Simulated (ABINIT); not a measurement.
Planning a run of ABINIT 10.8.3 on SnSe2 (P-3m1). The input:

```
acell 3*1.0 Angstrom
rprim 
  3.810999999987 0.000000000003 0.000000000000
  -1.905499999996 3.300422813810 0.000000000000
  0.000000000000 0.000000000000 6.136000000000
ntypat 2
znucl 50 34
natom 3
typat 1 2 2
xred 
  0.000000000000 0.000000000000 0.000000000000
  0.333333333333 0.666666666667 0.249000000000
  0.666666666667 0.333333333333 0.751000000000
pp_dirpath "pseudos"
pseudos "Sn.upf, Se.upf"
ecut 48
ngkpt 3 3 1
nshiftk 1
shiftk 0 0 0
kptopt 1
chksymbreak 0
iscf -2
irdden 1
istwfk *1
nband 147
nbdbuf 12
tolwfr 1e-09
nstep 60
prtvol 0
indata_prefix "in"
outdata_prefix "out"
tmpdata_prefix "tmp"
```

```sh
OMP_NUM_THREADS=2 mpirun -n 3 abinit run.abi > log
```

Q: How long will it take on 3 MPI ranks of Arm Neoverse V2, shared host, and how much memory?

It took 27 s; on shared hardware allow 14 s to 54 s. Peak host memory was 0.33 GiB.

[Paths, hosts, dates, memory and timing lines, banners, echoed tables and standing remarks are left out of the program output.]

[Logs are printed without paths, hosts, clocks, repeated set-up lines and the standing remarks that a program may print on its own settings, such as how far it seeks lower states.]

[Runs of the session that timed out or met a known fault of the program may be left out.]

[Hosts, paths, dates, database ids (printed as entryN), source tags and the programs' standing remarks are cut or masked in the printed files.]

[G0W0 gaps are taken among the corrected bands and points alone; a level outside them can change the order at an edge.]

[Where Ansatz stands beside ABINIT at settings called matched, ABINIT's density can come from a denser mesh and the files from another edition; pairs whose starting gaps differed by over 0.03 eV were left out, so agreement reads better than it is.]
